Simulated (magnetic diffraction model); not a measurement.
## LuCoPb below its ordering temperature

Space group Pnma (no. 62), a = 7.4590 Å, b = 4.6170 Å, c = 7.5390 Å.

| site | atom | x | y | z |
| --- | --- | --- | --- | --- |
| 4c | Pb | 0.2023 | 3/4 | 0.8967 |
| 4c | Lu | 0.5181 | 3/4 | 0.1928 |
| 4c | Co | 0.3561 | 3/4 | 0.5592 |

The compound is invented for this exercise: a known structure type with other elements, its cell scaled to their sizes and not relaxed.

Only Co is taken to order (form factors of Co2+); orders and moment sizes are assumed, and not adapted to the symmetry. Radiation: neutrons of λ = 2.36 Å, 5° to 50°; isotropic B of 0.23 Å² (Pb), 0.21 Å² (Lu) and 0.28 Å² (Co). Simulated constant-wavelength pattern: nuclear and magnetic terms add, the magnetic one as |2.695 fm × Σ f S⊥ exp(2πi Q·r) exp(−B s²)|², summed over all Q at one angle with the factor 1/(sin²θ cos θ). For collinear order S is the moment m, which repeats by lattice and centring translations R with the sign exp(−2πi k·R). Free-ion form factors, Sears's scattering lengths of 1992, no absorption; a label names one of the reflections at its angle. The strongest nuclear line in the range is 100, and lines under 0.2 are left out.

Above the ordering temperature:

```
2θ (°)    index      I
 25.72  (1 0 1)    4.9
 36.48  (0 0 2)    1.1
 36.89  (2 0 0)    1.7
 39.62  (1 1 1)   87.9
 41.06  (1 0 2)  100.0
 41.34  (2 0 1)    1.0
 48.00  (2 1 0)   25.0
```

Below it (cell unchanged):

```
2θ (°)      I
 19.51   23.9
 25.72    4.9
 32.37   14.4
 32.60    4.9
 36.48    1.1
 36.89    1.7
 39.62   87.9
 41.06  100.0
 41.34    1.0
 41.89    5.5
 47.05    5.7
 48.00   25.0
 49.56    5.6
```

**Question.** Find the propagation vector, then choose among these models:
A. collinear moments along [010], 1.55 μB on Co; signs + at (0.3561, 3/4, 0.5592), − at (0.8561, 3/4, 0.9408), + at (0.6439, 1/4, 0.4408), − at (0.1439, 1/4, 0.0592)
B. collinear moments along [010], 1.55 μB on Co; signs + at (0.3561, 3/4, 0.5592), + at (0.8561, 3/4, 0.9408), + at (0.6439, 1/4, 0.4408), + at (0.1439, 1/4, 0.0592)
C. collinear moments along [110], 1.55 μB on Co; signs + at (0.3561, 3/4, 0.5592), + at (0.8561, 3/4, 0.9408), + at (0.6439, 1/4, 0.4408), + at (0.1439, 1/4, 0.0592)
D. collinear moments along [110], 1.55 μB on Co; signs + at (0.3561, 3/4, 0.5592), − at (0.8561, 3/4, 0.9408), + at (0.6439, 1/4, 0.4408), − at (0.1439, 1/4, 0.0592)

The new lines index as (1/2 1/2 1/2) at 19.51°, (1/2 1/2 3/2) at 32.37°, (3/2 1/2 -1/2) at 32.60° and (3/2 1/2 3/2) at 41.89°, that is as H ± k with k = (1/2 1/2 1/2). Half indices mean that the moments reverse under translations with k·R a half-integer, and the magnetic cell has twice the primitive volume.

Magnetic intensity, observed (below minus above) and for each model:

| 2θ (°) | index | observed | A | B | C | D |
| --- | --- | --- | --- | --- | --- | --- |
| 19.51 | (1/2 1/2 1/2) | 23.9 | 22.7 | 22.7 | 23.9 | 23.9 |
| 32.37 | (1/2 1/2 3/2) | 14.4 | 13.4 | 13.4 | 14.4 | 14.4 |
| 32.60 | (3/2 1/2 -1/2) | 4.9 | 13.3 | 13.3 | 4.9 | 4.9 |
| 41.89 | (3/2 1/2 3/2) | 5.5 | 7.9 | 7.9 | 5.5 | 5.5 |
| 47.05 | (1/2 3/2 1/2) | 5.7 | 0.5 | 0.5 | 5.7 | 5.7 |
| 49.56 | (1/2 1/2 5/2) | 5.6 | 5.3 | 5.3 | 5.6 | 5.6 |

Models C and D match alike on every line, so these data can't choose among them (such ties are often domains of one structure).

The structure used: k = (1/2 1/2 1/2), collinear moments along [110], 1.55 μB on Co; signs + at (0.3561, 3/4, 0.5592), − at (0.8561, 3/4, 0.9408), + at (0.6439, 1/4, 0.4408), − at (0.1439, 1/4, 0.0592).

[Logs are printed without paths, hosts, clocks, repeated set-up lines and the standing remarks that a program may print on its own settings, such as how far it seeks lower states.]
